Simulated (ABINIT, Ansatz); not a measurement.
**Al3W (Pm-3m): zone-centre phonons**

Wanted: the vibrations of Al3W (Pm-3m) at Γ, by two programs.

Program: ABINIT 10.8.3. Level of theory: DFT PBEsol, scalar-relativistic, plane waves, PseudoDojo norm-conserving pseudopotentials. Results are calculated unless marked as measured.

Most raw output is cut from this account.

The structure was built from a prototype and need not be the compound's stable phase.

## Step 1: The structure

It takes space group Pm-3m (No. 221, cubic). The conventional cell has a = 3.912 Å, b = 3.912 Å, c = 3.912 Å, α = 90.00°, β = 90.00°, γ = 90.00°. Nearest to W lie 12 Al at 2.77 Å. Nearest to Al lie 8 Al at 2.77 Å and 4 W at 2.77 Å. Farther neighbours are not listed.

As a file:

```cif
data_structure
_symmetry_space_group_name_H-M 'P 1'
_symmetry_Int_Tables_number 1
_cell_length_a 3.9118
_cell_length_b 3.9118
_cell_length_c 3.9118
_cell_angle_alpha 90.000
_cell_angle_beta 90.000
_cell_angle_gamma 90.000
_cell_volume 59.86
loop_
_atom_site_label
_atom_site_type_symbol
_atom_site_fract_x
_atom_site_fract_y
_atom_site_fract_z
_atom_site_occupancy
W1 W 0.00000 0.00000 0.00000 1
Al2 Al 0.00000 0.50000 0.50000 1
Al3 Al 0.50000 0.00000 0.50000 1
Al4 Al 0.50000 0.50000 0.00000 1
```

## Step 2: Relaxing the cell and atoms

The harmonic expansion needs vanishing forces, and a free crystal bears no stress, so cell and atoms are brought to rest. Stress is more sensitive to the basis than forces are: the last 3 Ha under the cutoff are smoothed with ecutsm, and the cutoff is raised above that of the later runs.

The starting cell comes from a relaxation made beforehand in Ansatz (PBEsol, PseudoDojo NC).

File relax.abi:

```
# relaxation
ionmov 2
optcell 2
dilatmx 1.08
ntime 40
tolmxf 1.0d-05
tolvrs 1.0d-14
prtwf 0
prtden 0
chksymtnons 0

# basis, mesh and filling
ecut 39.0
ecutsm 3.0
ngkpt 8 8 8
nshiftk 1
shiftk 0.0 0.0 0.0
istwfk *1
occopt 7
tsmear 0.01
nband 18
nstep 100
diemac 1000000.0
prtebands 0
prtgsr 0
useylm 1

# cell and atoms
acell 7.392185379 7.392185379 7.392185379
rprim 
    1.0 0.0 0.0
    0.0 1.0 0.0
    0.0 0.0 1.0
ntypat 2
znucl 74 13
natom 4
typat 1 2 2 2
xred 
    0.0 0.0 0.0
    0.0 0.5 0.5
    0.5 0.0 0.5
    0.5 0.5 0.0
pp_dirpath "./pseudo"
pseudos "W.upf, Al.upf"
```

Started as:

```console
> OMP_NUM_THREADS=1 mpirun -n 4 abinit relax.abi > relax.log
```

It took 1.9 min on 4 MPI ranks of Intel Xeon at 2.70GHz, shared host; 7.4 min of CPU time.

Little changed from the start: no atom moved by 0.005 Å and no cell edge by 0.1 %.

Read from the output:

- volume per atom: 14.98 Å³
- pressure: 8.94e-5 GPa
- gap on the k-mesh: 0 eV

## Step 3: Self-consistent run for the response

The response is built on these wavefunctions, so the potential is converged far more tightly than an energy would need. Occupations are smeared.

File gs.abi:

```
# ground state
tolvrs 1.0d-16
prtden 1
prtwf 1

# basis, mesh and filling
ecut 31.0
ngkpt 8 8 8
nshiftk 1
shiftk 0.0 0.0 0.0
istwfk *1
occopt 7
tsmear 0.01
nband 18
nstep 100
diemac 1000000.0
prtebands 0
prtgsr 0
useylm 1

# cell and atoms
acell 7.394557503 7.394557503 7.394557503
rprim 
    1.0 0.0 0.0
    0.0 1.0 0.0
    0.0 0.0 1.0
ntypat 2
znucl 74 13
natom 4
typat 1 2 2 2
xred 
    0.0 0.0 0.0
    0.0 0.5 0.5
    0.5 0.0 0.5
    0.5 0.5 0.0
pp_dirpath "./pseudo"
pseudos "W.upf, Al.upf"
```

Started as:

```console
> OMP_NUM_THREADS=1 mpirun -n 4 abinit gs.abi > gs.log
```

The job ended after 28 s (4 MPI ranks; 1.8 min of CPU time).

Read from the output:

| Quantity | Value |
| --- | --- |
| pressure | -0.05341 GPa |

The cell stands at -0.053 GPa, close enough for phonons.

## Step 4: Linear response at Γ

At q = 0 one unit cell holds all displacements. The response is solved for single atoms along the cell's directions, and symmetry skips those that follow from others. The crystal is treated as a metal, which screens a static field, so no field response is asked.

File dfpt_gamma.abi:

```

# common to the responses
getwfk_filepath "gso_WFK"
kptopt 2
nqpt 1
qpt 0.0 0.0 0.0
asr 0
chneut 0

# displacements
rfphon 1
rfatpol 1 4
rfdir 1 1 1
tolvrs 1.0d-10
prtwf 0

# basis, mesh and filling
ecut 31.0
ngkpt 8 8 8
nshiftk 1
shiftk 0.0 0.0 0.0
istwfk *1
occopt 7
tsmear 0.01
nband 18
nstep 100
diemac 1000000.0
prtebands 0
prtgsr 0
useylm 1

# cell and atoms
acell 7.394557503 7.394557503 7.394557503
rprim 
    1.0 0.0 0.0
    0.0 1.0 0.0
    0.0 0.0 1.0
ntypat 2
znucl 74 13
natom 4
typat 1 2 2 2
xred 
    0.0 0.0 0.0
    0.0 0.5 0.5
    0.5 0.0 0.5
    0.5 0.5 0.0
pp_dirpath "./pseudo"
pseudos "W.upf, Al.upf"
```

Started as:

```console
> OMP_NUM_THREADS=1 mpirun -n 4 abinit dfpt_gamma.abi > dfpt_gamma.log
```

It took 3 min on 4 MPI ranks.

This step gave:

- largest acoustic frequency at the zone centre before the sum rule: 3.95 cm⁻¹
- highest optical zone-centre mode (no LO-TO term): 352.8 cm⁻¹
- lowest optical zone-centre mode: 190.1 cm⁻¹

The acoustic modes at Γ come out as far as 4.0 cm⁻¹ from zero, where they should vanish, a small numerical error.

## Step 5: Modes with the sum rule

anaddb reads the merged derivatives and imposes the acoustic sum rule.

File anaddb.abi:

```
ddb_filepath "gamma_DDB"
output_file "anaddb.abo"
outdata_prefix "anaddb"
asr 1
chneut 1
enunit 2
eivec 1
nph1l 1
qph1l 0.0 0.0 0.0 1.0
```

File mrgddb.in:

```
gamma_DDB
merged
2
dfpt_gammao_DDB
gso_DDB
```

Started as:

```console
> mrgddb < mrgddb.in > mrgddb.log
> OMP_NUM_THREADS=1 anaddb anaddb.abi > anaddb.log
```

It took 0.75 s on 1 thread.

No LO-TO term; unit eigenvectors of the mass-weighted matrix, from anaddb's displacements. The modes at Γ (shares of kinetic energy by element, %):

```
mode  frequency (cm⁻¹)  symmetry  W %  Al %
   1               0.0  acoustic   69    31
   2               0.0  acoustic   69    31
   3               0.0  acoustic   69    31
   4             190.1       T1u   29    71
   5             190.1       T1u   29    71
   6             190.1       T1u   29    71
   7             277.6       T2u    0   100
   8             277.6       T2u    0   100
   9             277.6       T2u    0   100
  10             352.8       T1u    2    98
  11             352.8       T1u    2    98
  12             352.8       T1u    2    98
```

Displacements in mode 4 (190.1 cm⁻¹), the largest set to 1:
```
W1   0.00  0.00  0.32
Al2  0.00  0.00 -0.58
Al3  0.00  0.00 -0.58
Al4  0.00  0.00 -1.00
```

Displacements in mode 10 (352.8 cm⁻¹), the largest set to 1:
```
W1   0.00  0.00  0.07
Al2  0.00  0.00 -0.74
Al3  0.00  0.00 -0.74
Al4  0.00  0.00  1.00
```

The rule moves no optical mode by more than 0.1 cm⁻¹.

## Step 6: Sum rules set otherwise (asr 0)

Without the rule the raw error of the acoustic modes shows.

Edit anaddb.abi of step 5 so:

```diff
@@ -3,4 +3,4 @@
 outdata_prefix "anaddb"
-asr 1
-chneut 1
+asr 0
+chneut 0
 enunit 2
```

mrgddb.in is that of step 5.

The job ended after 0.79 s (1 thread).

Zone-centre frequencies as printed; negative means imaginary. Modes:

```
mode  frequency (cm⁻¹)
   1              3.95
   2              3.95
   3              3.95
   4             190.1
   5             190.1
   6             190.1
   7             277.6
   8             277.6
   9             277.6
  10             352.8
  11             352.8
  12             352.8
```

## Step 7: Cross-check with Ansatz

A second program on the same cell, potentials, cutoff and meshes tests the implementation of the phonon response, not its convergence.

This step: DFT PBEsol, scalar-relativistic, plane waves, PseudoDojo norm-conserving pseudopotentials (Ansatz 0.2.0).

File input.yaml:

```yaml
crystal:
  lattice:
    - [3.9130313154, 0.0, 0.0]
    - [0.0, 3.9130313154, 0.0]
    - [0.0, 0.0, 3.9130313154]
  atoms:
    - { symbol: W, position: [0.0, 0.0, 0.0] }
    - { symbol: Al, position: [0.0, 0.5, 0.5] }
    - { symbol: Al, position: [0.5, 0.0, 0.5] }
    - { symbol: Al, position: [0.5, 0.5, 0.0] }
kpoints:
  mp_grid: { grid: [8, 8, 8] }
hamiltonian:
  xc: pbesol
  pseudopotentials: { kind: nc, accuracy: standard }
scf:
  occupations: { method: gaussian, width: 0.27211 }
output:
  eigenvalues: true
basis:
  ecutwfc: 843.553
phonons:
  method: dfpt
```

Started as:

```console
> ansatz run input.yaml --threads 4 --pin off --max-ram 8192MiB --backend cpu --events-out ev --progress --plain --runs-dir out
```

The job ended after 25 s (4 threads; peak memory 1.5 GiB).

Read from the output:

- sum-rule residual before enforcement: 8.26e-5 eV/Å²

## Step 8: Side by side: ABINIT PseudoDojo and Ansatz, PseudoDojo

Numbers from this step:

```yaml
root_mean_square_difference: 0.01 cm⁻¹
largest_difference: 0.01 cm⁻¹
```

Frequencies side by side, by row:

```
q (reciprocal lattice)  mode  ABINIT PseudoDojo (cm⁻¹)  Ansatz, PseudoDojo (cm⁻¹)
                 0 0 0     1                         0                          0
                 0 0 0     2                         0                          0
                 0 0 0     3                         0                          0
                 0 0 0     4                     190.1                      190.1
                 0 0 0     5                     190.1                      190.1
                 0 0 0     6                     190.1                      190.1
                 0 0 0     7                     277.6                      277.6
                 0 0 0     8                     277.6                      277.6
                 0 0 0     9                     277.6                      277.6
                 0 0 0    10                     352.8                      352.8
                 0 0 0    11                     352.8                      352.8
                 0 0 0    12                     352.8                      352.8
```

At the zone centre the largest difference (acoustic modes at Γ apart) is 0.003 % of the highest mode.

## Step 9: Outcome

| Property | Result |
| --- | --- |
| space group after relaxation | Pm-3m |
| volume per atom | 15.0 Å³ |
| highest optical zone-centre mode (no LO-TO term) | 352.8 cm⁻¹ |
| lowest optical zone-centre mode | 190.1 cm⁻¹ |
| imaginary optical modes at the zone centre (no q mesh in this session) | none |
| largest difference from Ansatz, PseudoDojo | 0.01 cm⁻¹ |

In words: At the PBEsol level the optical modes of Al3W (Pm-3m) at the zone centre run from 190 to 353 cm⁻¹. ABINIT PseudoDojo and Ansatz, PseudoDojo agree to 0.01 cm⁻¹ (0.003 % of the highest mode compared) on all solved modes but the acoustic ones at Γ, without the LO-TO term. These are harmonic frequencies at zero temperature: anharmonic shifts and linewidths and thermal expansion are left out. Spin-orbit coupling is left out, which can matter for the heavy elements here. In a metal the frequencies hang on the k mesh and the smearing, most of all near Kohn anomalies. The runs are without spin polarisation, although the cell has an odd electron count or an open d or f shell, so a magnetic state was not tested. Ansatz warns that the cutoff lies 16 % under the one recommended for these files; agreement at one cutoff is not convergence. The structure is a hypothetical one, built on a prototype.

[Host names and launcher messages were left out of these logs when they were recorded.]

[Logs are printed without paths, hosts, clocks, repeated set-up lines and the standing remarks that a program may print on its own settings, such as how far it seeks lower states.]

[Hosts, paths, dates, database ids (printed as entryN), source tags and the programs' standing remarks are cut or masked in the printed files.]
